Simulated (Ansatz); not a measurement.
**Phonons of ScHg (Pm-3m) against volume**

Does ScHg (Pm-3m) expand much on heating, by its phonons?

Method: DFT PBEsol, scalar-relativistic, plane waves, PAW; PAW set soft_1, in Ansatz 0.2.0.

Report form: inputs, costs, results and the conclusion, without the logs.

## (1) The system as given

Symmetry: Pm-3m, No. 221, cubic system. The conventional cell has a = 3.467 Å, b = 3.467 Å, c = 3.467 Å, α = 90.00°, β = 90.00°, γ = 90.00°. Sc has 8 Hg at 3.00 Å nearest. Nearest to Hg lie 8 Sc at 3.00 Å. Farther neighbours, and contacts between anions beyond the nearest, are not listed.

## (2) Phonons on a q mesh

Stability and thermal properties need the whole zone. Linear response on a 4×4×4 q mesh gives force constants as far as a supercell of that size would.

File input.yaml:

```yaml
crystal:
  lattice:
    - [3.466997745, 0.0, 0.0]
    - [0.0, 3.466997745, 0.0]
    - [0.0, 0.0, 3.466997745]
  atoms:
    - { symbol: Sc, position: [0.5, 0.5, 0.5] }
    - { symbol: Hg, position: [0.0, 0.0, 0.0] }
kpoints:
  mp_grid: { grid: [12, 12, 12] }
hamiltonian:
  xc: pbesol
  pseudopotentials: { kind: paw, azcp: { folder: soft_1 }, xc_functional: pbe }
scf:
  occupations: { method: methfessel_paxton, width: 0.2 }
output:
  eigenvalues: true
phonons:
  method: dfpt
  qmesh: [4, 4, 4]
  temperatures: { t_max: 1000, t_step: 50 }
  qpath:
    path:
      - [[0.0, 0.0, 0.0], [0.0, 0.5, 0.0], [0.5, 0.5, 0.0], [0.0, 0.0, 0.0], [0.5, 0.5, 0.5], [0.0, 0.5, 0.0]]
      - [[0.5, 0.5, 0.5], [0.5, 0.5, 0.0]]
    npoints: 10
```

Run with:

```bash
ansatz run input.yaml --threads 4 --pin off --max-ram 10240MiB --backend cpu --events-out ev --progress --plain --runs-dir out
```

It took 4.4 min on 4 threads of Arm Neoverse V2, shared host; peak memory 2.1 GiB; 17 min of CPU time.

This step gave:

| Item | Value |
| --- | --- |
| volume per atom | 20.84 Å³ |
| gap on the k-mesh | 0 eV |
| sum-rule residual before enforcement | 1.31e-5 eV/Å² |
| lowest frequency on the path | 0 cm⁻¹ |
| point group | m-3m |
| highest frequency on path, mesh or solved points | 218.3 cm⁻¹ |
| mean frequency | 114.9 cm⁻¹ |
| Debye temperature (second moment) | 246 K |
| logarithmic mean frequency | 94.1 cm⁻¹ |
| highest optical mode at the zone centre (no LO-TO term) | 146.2 cm⁻¹ |
| lowest optical zone-centre mode | 146.2 cm⁻¹ |
| lowest mode on the q mesh (acoustic modes at Γ apart) | 26.31 cm⁻¹ |
| zero-point energy per atom | 21.38 meV |
| heat capacity at 300 K | 24.13 J/(mol atoms K) |
| vibrational entropy at 300 K | 45.20 J/(mol atoms K) |
| edges of the widest gap between branches, on path and mesh | 71, 116.6 cm⁻¹ |

Frequencies (cm⁻¹) solved at each irreducible wavevector; negative means imaginary. Frequencies by wavevector, by row:

```
q in reciprocal lattice units  star  mode 1  mode 2  mode 3  mode 4  mode 5  mode 6
                        0 0 0     1       0       0       0   146.2   146.2   146.2
                     0 0 0.25     6    45.5    45.5    62.2   150.1   150.1   182.9
                     0 0 -0.5     3    60.6    60.6      71   158.6   158.6   218.3
                  0 0.25 0.25    12    31.8    52.4    69.1   145.7   179.2   188.8
                  0 0.25 -0.5    12    46.9    53.4      59   138.7   189.6   209.5
                  0 -0.5 -0.5     3    26.3    26.3    57.9   116.6   213.6   213.6
               0.25 0.25 0.25     8    53.6    53.6    58.3   179.8   179.8   179.8
               0.25 0.25 -0.5    12      32    51.5    67.9     176   180.5   204.9
               0.25 -0.5 -0.5     6      46      46    66.5     165   200.4   200.4
               -0.5 -0.5 -0.5     1    62.6    62.6    62.6   190.5   190.5   190.5
```

Symmetry leaves 10 wavevectors to solve. The lowest mode among them, the acoustic zeros apart, lies at q = (0, -0.5, -0.5) and is real, 26.3 cm⁻¹.

## (3) Relaxing at another volume, volume ratio 0.97

The volume is scaled by 0.97 and held; symmetry leaves nothing to relax, so this is a single point. The modes can then be followed against volume.

input.yaml, the sections that differ from step 2:

```yaml
crystal:
  lattice:
    - [3.4319751713, 0.0, 0.0]
    - [0.0, 3.4319751713, 0.0]
    - [0.0, 0.0, 3.4319751713]
  atoms:
    - { symbol: Sc, position: [0.5, 0.5, 0.5] }
    - { symbol: Hg, position: [0.0, 0.0, 0.0] }
output:
  forces: true
  stress: true
  eigenvalues: true
# kpoints, hamiltonian, scf: as in step 2
# phonons: removed
```

It took 0.91 s on 4 threads; peak memory 0.37 GiB.

This step gave:

* pressure: 2.856 GPa
* volume per atom: 20.21 Å³

The run ends at a pressure of 2.86 GPa.

## (4) Phonons at the other volume, volume ratio 0.97

The phonons are repeated at this volume on the same meshes, so that differences come from the volume alone.

input.yaml, as its differences from that of step 3:

```diff
@@ -16,4 +16,11 @@
 output:
-  forces: true
-  stress: true
   eigenvalues: true
+phonons:
+  method: dfpt
+  qmesh: [4, 4, 4]
+  temperatures: { t_max: 1000, t_step: 50 }
+  qpath:
+    path:
+      - [[0.0, 0.0, 0.0], [0.0, 0.5, 0.0], [0.5, 0.5, 0.0], [0.0, 0.0, 0.0], [0.5, 0.5, 0.5], [0.0, 0.5, 0.0]]
+      - [[0.5, 0.5, 0.5], [0.5, 0.5, 0.0]]
+    npoints: 10
```

Run time: 4.4 min. Hardware: 4 threads; peak memory 2.1 GiB.

Read from the output:

| Property | Result |
| --- | --- |
| sum-rule residual before enforcement | 1.30e-5 eV/Å² |
| highest frequency on path, mesh or solved points | 230.1 cm⁻¹ |
| mean frequency | 122 cm⁻¹ |
| Debye temperature (second moment) | 262 K |
| logarithmic mean frequency | 99.2 cm⁻¹ |
| highest optical mode at the zone centre (no LO-TO term) | 157.8 cm⁻¹ |
| lowest optical zone-centre mode | 157.8 cm⁻¹ |
| lowest mode on the q mesh (acoustic modes at Γ apart) | 22.48 cm⁻¹ |
| zero-point energy per atom | 22.68 meV |
| heat capacity at 300 K | 24.03 J/(mol atoms K) |
| vibrational entropy at 300 K | 43.93 J/(mol atoms K) |
| edges of the widest gap between branches, on path and mesh | 75.2, 126.8 cm⁻¹ |

Frequencies (cm⁻¹) solved at each irreducible wavevector; negative means imaginary. Frequencies by wavevector, by row:

```
q in reciprocal lattice units  star  mode 1  mode 2  mode 3  mode 4  mode 5  mode 6
                        0 0 0     1       0       0       0   157.8   157.8   157.8
                     0 0 0.25     6    48.3    48.3    66.1   160.6   160.6   194.1
                     0 0 -0.5     3    65.3    65.3    75.2   168.4   168.4   230.1
                  0 0.25 0.25    12    31.5    56.1    73.6   155.9   190.6   199.6
                  0 0.25 -0.5    12      48      56    63.6   148.5   201.3   222.4
                  0 -0.5 -0.5     3    22.5    22.5    62.4   126.8   226.7   226.7
               0.25 0.25 0.25     8    56.5    56.5    61.5   190.6   191.1   191.1
               0.25 0.25 -0.5    12    31.6      54    72.6   187.6     192   217.5
               0.25 -0.5 -0.5     6    47.6    47.6      71   175.9   213.6   213.6
               -0.5 -0.5 -0.5     1      67      67      67   204.1   204.1   204.1
```

The highest optical mode at the zone centre (no LO-TO term) is 157.8 cm⁻¹, +11.6 cm⁻¹ against the base run.

## (5) Relaxing at another volume, volume ratio 1.03

The volume is scaled by 1.03 and held; symmetry leaves nothing to relax, so this is a single point. The modes can then be followed against volume.

input.yaml, the sections that differ from step 4:

```yaml
crystal:
  lattice:
    - [3.5013266879, 0.0, 0.0]
    - [0.0, 3.5013266879, 0.0]
    - [0.0, 0.0, 3.5013266879]
  atoms:
    - { symbol: Sc, position: [0.5, 0.5, 0.5] }
    - { symbol: Hg, position: [0.0, 0.0, 0.0] }
output:
  forces: true
  stress: true
  eigenvalues: true
# kpoints, hamiltonian, scf: as in step 4
# phonons: removed
```

It took 0.92 s on 4 threads; peak memory 0.38 GiB.

This step gave:

* pressure: -2.417 GPa
* volume per atom: 21.46 Å³

The run ends at a pressure of -2.42 GPa.

## (6) Phonons at the other volume, volume ratio 1.03

input.yaml, as its differences from that of step 5:

```diff
@@ -16,4 +16,11 @@
 output:
-  forces: true
-  stress: true
   eigenvalues: true
+phonons:
+  method: dfpt
+  qmesh: [4, 4, 4]
+  temperatures: { t_max: 1000, t_step: 50 }
+  qpath:
+    path:
+      - [[0.0, 0.0, 0.0], [0.0, 0.5, 0.0], [0.5, 0.5, 0.0], [0.0, 0.0, 0.0], [0.5, 0.5, 0.5], [0.0, 0.5, 0.0]]
+      - [[0.5, 0.5, 0.5], [0.5, 0.5, 0.0]]
+    npoints: 10
```

The job ended after 4.5 min (4 threads; peak memory 2.1 GiB; 17 min of CPU time).

Read from the output:

```
sum-rule residual before enforcement                       : 1.68e-5 eV/Å²
highest frequency on path, mesh or solved points           : 206.8 cm⁻¹
mean frequency                                             : 108.3 cm⁻¹
Debye temperature (second moment)                          : 231 K
logarithmic mean frequency                                 : 89.1 cm⁻¹
highest optical mode at the zone centre (no LO-TO term)    : 135.1 cm⁻¹
lowest optical zone-centre mode                            : 135.1 cm⁻¹
lowest mode on the q mesh (acoustic modes at Γ apart)      : 28.92 cm⁻¹
zero-point energy per atom                                 : 20.14 meV
heat capacity at 300 K                                     : 24.22 J/(mol atoms K)
vibrational entropy at 300 K                               : 46.51 J/(mol atoms K)
edges of the widest gap between branches, on path and mesh : 67, 107.2 cm⁻¹
```

Frequencies (cm⁻¹) solved at each irreducible wavevector; negative means imaginary. Frequencies by wavevector, by row:

```
q in reciprocal lattice units  star  mode 1  mode 2  mode 3  mode 4  mode 5  mode 6
                        0 0 0     1       0       0       0   135.1   135.1   135.1
                     0 0 0.25     6    42.9    42.9    58.6   140.1   140.1   172.1
                     0 0 -0.5     3    56.2    56.2      67   149.4   149.4   206.8
                  0 0.25 0.25    12    31.9    48.9    64.9   136.1   168.6   178.4
                  0 0.25 -0.5    12    45.7    50.8    54.5   129.5   178.5   197.8
                  0 -0.5 -0.5     3    28.9    28.9    53.5   107.2   201.4   201.4
               0.25 0.25 0.25     8    50.8    50.8    55.2   169.1   169.1   169.6
               0.25 0.25 -0.5    12    32.3    49.1    63.5   165.3   169.6   193.1
               0.25 -0.5 -0.5     6    44.3    44.3    62.2   154.7   187.9   187.9
               -0.5 -0.5 -0.5     1    58.5    58.5    58.5   177.6   177.6   177.6
```

The highest optical mode at the zone centre (no LO-TO term) is 135.1 cm⁻¹, -11.1 cm⁻¹ against the base run.

## (7) Grüneisen parameters

The Grüneisen parameter of a mode is minus the logarithmic change of its frequency with volume, −d ln ω / d ln V; weighted by heat capacity it gives the expansion.

This step gave:

```
bulk modulus : 87.9 GPa
```

Phonon branches along the path, in cm⁻¹:

```
    point  branch 1  branch 2  branch 3  branch 4  branch 5  branch 6
        Γ         0         0         0       146       146       146
  halfway        46        46        62       150       150       183
        X        61        61        71       159       159       218
  halfway        47        53        59       139       190       210
        M        26        26        58       117       214       214
  halfway        32        52        69       146       179       189
        Γ         0         0         0       146       146       146
  halfway        54        54        58       180       180       180
        R        63        63        63       190       190       190
  halfway        32        52        68       176       180       205
        X        61        61        71       159       159       218
jump to R        63        63        63       190       190       190
  halfway        46        46        66       165       200       200
        M        26        26        58       117       214       214
```

The same for volume x 0.97:

```
point  branch 1  branch 2  branch 3  branch 4  branch 5  branch 6
    Γ         0         0         0       158       158       158
    X        65        65        75       168       168       230
    M        22        22        62       127       227       227
    Γ         0         0         0       158       158       158
    R        67        67        67       204       204       204
    X        65        65        75       168       168       230
    R        67        67        67       204       204       204
    M        22        22        62       127       227       227
```

The same for volume x 1.03:

```
point  branch 1  branch 2  branch 3  branch 4  branch 5  branch 6
    Γ         0         0         0       135       135       135
    X        56        56        67       149       149       207
    M        29        29        53       107       201       201
    Γ         0         0         0       135       135       135
    R        58        58        58       178       178       178
    X        56        56        67       149       149       207
    R        58        58        58       178       178       178
    M        29        29        53       107       201       201
```

Mode Grueneisen parameter -dln(w)/dln(V), modes matched by rank; at Γ the acoustic branches take the value of a neighbouring point of the path. Mode grüneisen parameters along the path, in :

```
    point  branch 1  branch 2  branch 3  branch 4  branch 5  branch 6
        Γ      1.45      1.45      1.84      2.59      2.59      2.59
  halfway      1.98      1.98      2.01      2.28      2.28      2.00
        X      2.50      2.50      1.92      1.99      1.99      1.78
  halfway      0.82      1.62      2.57      2.28      2.00      1.95
        M     -4.17     -4.17      2.60      2.80      1.97      1.97
  halfway     -0.21      2.29      2.10      2.26      2.03      1.87
        Γ      0.41      1.49      1.89      2.59      2.59      2.59
  halfway      1.77      1.77      1.80      1.99      2.04      1.99
        R      2.26      2.26      2.26      2.32      2.32      2.32
  halfway     -0.37      1.58      2.23      2.10      2.07      1.98
        X      2.50      2.50      1.92      1.99      1.99      1.78
jump to R      2.26      2.26      2.26      2.32      2.32      2.32
  halfway      1.20      1.20      2.20      2.14      2.14      2.14
        M     -4.17     -4.17      2.60      2.80      1.97      1.97
```

(dS/dlnV)/C_V. The thermodynamic Grueneisen parameter by temperature:

```
temperature (K)  thermodynamic Grueneisen parameter
             50                                1.56
            100                                1.72
            150                                1.76
            200                                1.77
            250                                1.78
            300                                1.78
            350                                1.79
            400                                1.79
            450                                1.79
            500                                1.79
            550                                1.79
            600                                1.79
            650                                1.79
            700                                1.79
            750                                1.79
            800                                1.79
            850                                1.79
            900                                1.79
            950                                1.79
           1000                                1.79
```

Gamma C_V/(B V) at the static volume. Volume expansion against temperature:

```
temperature (K)  volume expansion (1e-6/K)
             50                       17.6
            100                       30.1
            150                       35.1
            200                       37.3
            250                       38.4
            300                       39.1
            350                       39.5
            400                       39.7
            450                       39.9
            500                       40.0
            550                       40.1
            600                       40.2
            650                       40.2
            700                       40.3
            750                       40.3
            800                       40.4
            850                       40.4
            900                       40.4
            950                       40.4
           1000                       40.4
```

## (8) Summary of results

```yaml
bulk_modulus: 87.9 GPa
thermodynamic_grueneisen_parameter_at_300_k: 1.785
volume_expansion_at_300_k_estimated: 39.06 × 10⁻⁶ K⁻¹
```

What this shows: By this estimate the volume grows by 39.1 × 10⁻⁶ per kelvin at 300 K. The highest optical mode at Γ goes from 158 to 135 cm⁻¹ as the cell grows, a Grüneisen parameter of 2.58. Mode parameters on the path run from -4.2 to 2.8, with a median of 2.1. Modes with negative values stiffen as the cell grows and pull against the expansion. Branches are matched by rank, so values near crossings are rough. The expansion is the Grüneisen estimate at the static volume, with the static bulk modulus. With no gap, or one that is small against the smearing, the frequencies hang on the k mesh and the smearing, most of all near Kohn anomalies. The phonon runs are without spin polarisation, although the cell has an odd electron count. Spin-orbit coupling is left out, which can matter for the heavy elements here. The PAW files were made for PBE and serve the other functionals too.

[Long decimals in the printed logs are rounded to 6 places.]

[Logs are printed without paths, hosts, clocks, repeated set-up lines and the standing remarks that a program may print on its own settings, such as how far it seeks lower states.]

[Hosts, paths, dates, database ids (printed as entryN), source tags and the programs' standing remarks are cut or masked in the printed files.]

[Where the starting crystal was built by hand or by swapping elements, it need not be the compound's stable phase.]
